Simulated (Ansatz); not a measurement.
## A computed optical spectrum

Method: Ansatz, LDA, independent particles, without spin-orbit coupling, line width 0.15 eV (Gaussian); metals get a typed carrier damping. The response is along the first axis of the cell.

(E (eV), Im ε): (0.50, 39.16), (0.75, 34.72), (1.00, 32.92), (1.25, 29.67), (1.50, 21.12), (1.75, 16.40), (2.00, 17.46), (2.25, 13.42), (2.50, 10.00), (2.75, 7.80), (3.00, 6.52), (3.25, 5.64), (3.50, 5.17), (3.75, 4.65), (4.00, 4.68), (4.25, 8.70), (4.50, 18.77), (4.75, 18.76), (5.00, 12.49), (5.25, 8.30), (5.50, 18.87), (5.75, 24.78), (6.00, 17.56), (6.25, 13.27), (6.50, 11.25), (6.75, 9.45), (7.00, 8.14), (7.25, 7.18), (7.50, 6.45), (7.75, 5.94), (8.00, 5.44), (8.25, 4.62), (8.50, 3.99), (8.75, 3.52), (9.00, 3.15), (9.25, 2.87), (9.50, 2.64), (9.75, 2.43), (10.00, 2.21), (10.25, 2.02), (10.50, 1.84), (10.75, 1.69), (11.00, 1.56), (11.25, 1.45), (11.50, 1.35), (11.75, 1.27), (12.00, 1.21), (12.25, 1.20), (12.50, 1.16), (12.75, 1.11), (13.00, 1.22), (13.25, 1.30), (13.50, 1.33), (13.75, 1.17), (14.00, 1.17), (14.25, 1.32), (14.50, 1.29), (14.75, 1.24), (15.00, 1.28), (15.25, 1.31), (15.50, 1.22), (15.75, 1.21), (16.00, 1.07)

Q: Which of these systems gave the spectrum?
A. GaCo (Pm-3m)
B. ZnInGaO4 (R3m)
C. CoSi2 (Fm-3m)

A: A. GaCo (Pm-3m): a metal, with a Drude term, main peak of the conductivity above 1 eV at 5.68 eV. The others: ZnInGaO4 (R3m), least direct gap 0.98 eV, ε∞ = 5.01 along the first axis, strongest peak along the first axis at 8.46 eV; CoSi2 (Fm-3m), a metal, with a Drude term, main peak of the conductivity above 1 eV at 5.35 eV.
